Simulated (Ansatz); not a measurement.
Planning a GW calculation on ZnWO4 (P2/c).

It takes space group P2/c (No. 13, monoclinic). The conventional cell has a = 4.699 Å, b = 5.729 Å, c = 4.937 Å, α = 90.00°, β = 90.61°, γ = 90.00°. Nearest to Zn lie 6 O at 2.03 to 2.23 Å. W has 6 O at 1.80 to 2.14 Å nearest. Nearest to O lie 2 W at 1.92 to 2.14 Å and 1 Zn at 2.03 Å. O has 1 W at 1.80 Å and 2 Zn at 2.09 to 2.23 Å nearest. Farther neighbours and most contacts between anions are not listed.

```xyz
12
Lattice="4.6986 0.0000 0.0000 0.0000 5.7293 0.0000 -0.0530 0.0000 4.9364" Properties=species:S:1:pos:R:3 pbc="T T T"
Zn    2.3361    3.9188    1.2341
Zn    2.3096    1.8105    3.7023
W    -0.0132    1.0461    1.2341
W    -0.0397    4.6832    3.7023
O     0.9695    0.6021    4.6220
O     3.6496    0.6021    2.7827
O     3.6761    5.1272    0.3144
O     0.9960    5.1272    2.1538
O     1.1840    2.1640    1.9726
O     3.4881    2.1640    0.4956
O     3.4616    3.5653    2.9638
O     1.1575    3.5653    4.4408
```

The cell and positions come from the Crystallography Open Database and are kept as given unless a step says otherwise. Spin-orbit coupling is left out unless a run names it. PAW set soft_2, made with PBE.

Runs so far (Ansatz 0.2.0, start LDA, default PAW files, 4×2×4 mesh). Times are wall times on 1 × NVIDIA H100 80GB HBM3 (shared by 6 runs) with 3 threads of AMD EPYC 7R13 (Zen 3), shared host, good to a factor of about two.

```
bands summed  cutoff (eV)  gap on the mesh (eV)  time
         150           48                 4.688  20 s
         333           96                 4.406  22 s
```

**Question.** What should the next rung give, with 660 bands and screening to 160 eV, and where is the limit?

The error falls about as one over the bands when the cutoff rises with them. A line through the two highest rungs given predicts 4.291 eV; the run gave 4.395 eV, a miss of 0.103 eV, so the law fails here: the steps don't follow it yet. The two highest rungs put the limit near 4.383 eV, the pair below near 4.175 eV; neither can be trusted until a further rung is run.

Gaps are over the mesh's points; an edge off the mesh would be missed. Limits: not at the basis limit; d shell near the gap, gap tends to lie low; no spin-orbit coupling; coarse k mesh.

[Paths, hosts, dates, memory and timing lines, banners, echoed tables and standing remarks are left out of the program output.]

[Logs are printed without paths, hosts, clocks, repeated set-up lines and the standing remarks that a program may print on its own settings, such as how far it seeks lower states.]

[Runs of the session that timed out or met a known fault of the program may be left out.]

[Cells called generated may have been cut or substituted from an entry of the Crystallography Open Database or the Materials Project.]

[Hosts, paths, dates, database ids (printed as entryN), source tags and the programs' standing remarks are cut or masked in the printed files.]
